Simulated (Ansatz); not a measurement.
In doubt: masses and optical values from hybrid runs of this build are listed as unsure, which bears on the screening that GW takes from such a start.

Rows from a G0W0 calculation on BaTiO3 (Pm-3m) (Ansatz 0.2.0; G0W0 on HSE06, plane waves, PAW; 6×6×6 mesh, 382 empty bands, screening to 190 eV, hard PAW files), in eV. Spin-orbit coupling is left out.

```tsv
row	k	band	start	Σx	Σc at the solution	Vxc
A	Γ	c1	12.458	-12.015	-6.220	-18.636
B	(-0.500, -0.500, -0.500)	c1	15.159	-14.178	-7.374	-21.892
C	Γ	v1	9.175	-26.033	3.812	-22.303
D	(-0.500, -0.500, -0.500)	v1	9.267	-25.918	4.153	-21.890
```

Q: Work out each quasiparticle level and how far it moved.

The quasiparticle equation reads E = start + Σx + Σc(E) − Vxc.

```tsv
row	E (eV)	shift (eV)
A	12.859	+0.401
B	15.500	+0.341
C	9.257	+0.082
D	9.393	+0.126
```

Limits: not at the basis limit; no spin-orbit coupling.

[Paths, hosts, dates, memory and timing lines, banners, echoed tables and standing remarks are left out of the program output.]

[Logs are printed without paths, hosts, clocks, repeated set-up lines and the standing remarks that a program may print on its own settings, such as how far it seeks lower states.]

[Runs of the session that timed out or met a known fault of the program may be left out.]

[Cells called generated may have been cut or substituted from an entry of the Crystallography Open Database or the Materials Project.]

[Hosts, paths, dates, database ids (printed as entryN), source tags and the programs' standing remarks are cut or masked in the printed files.]
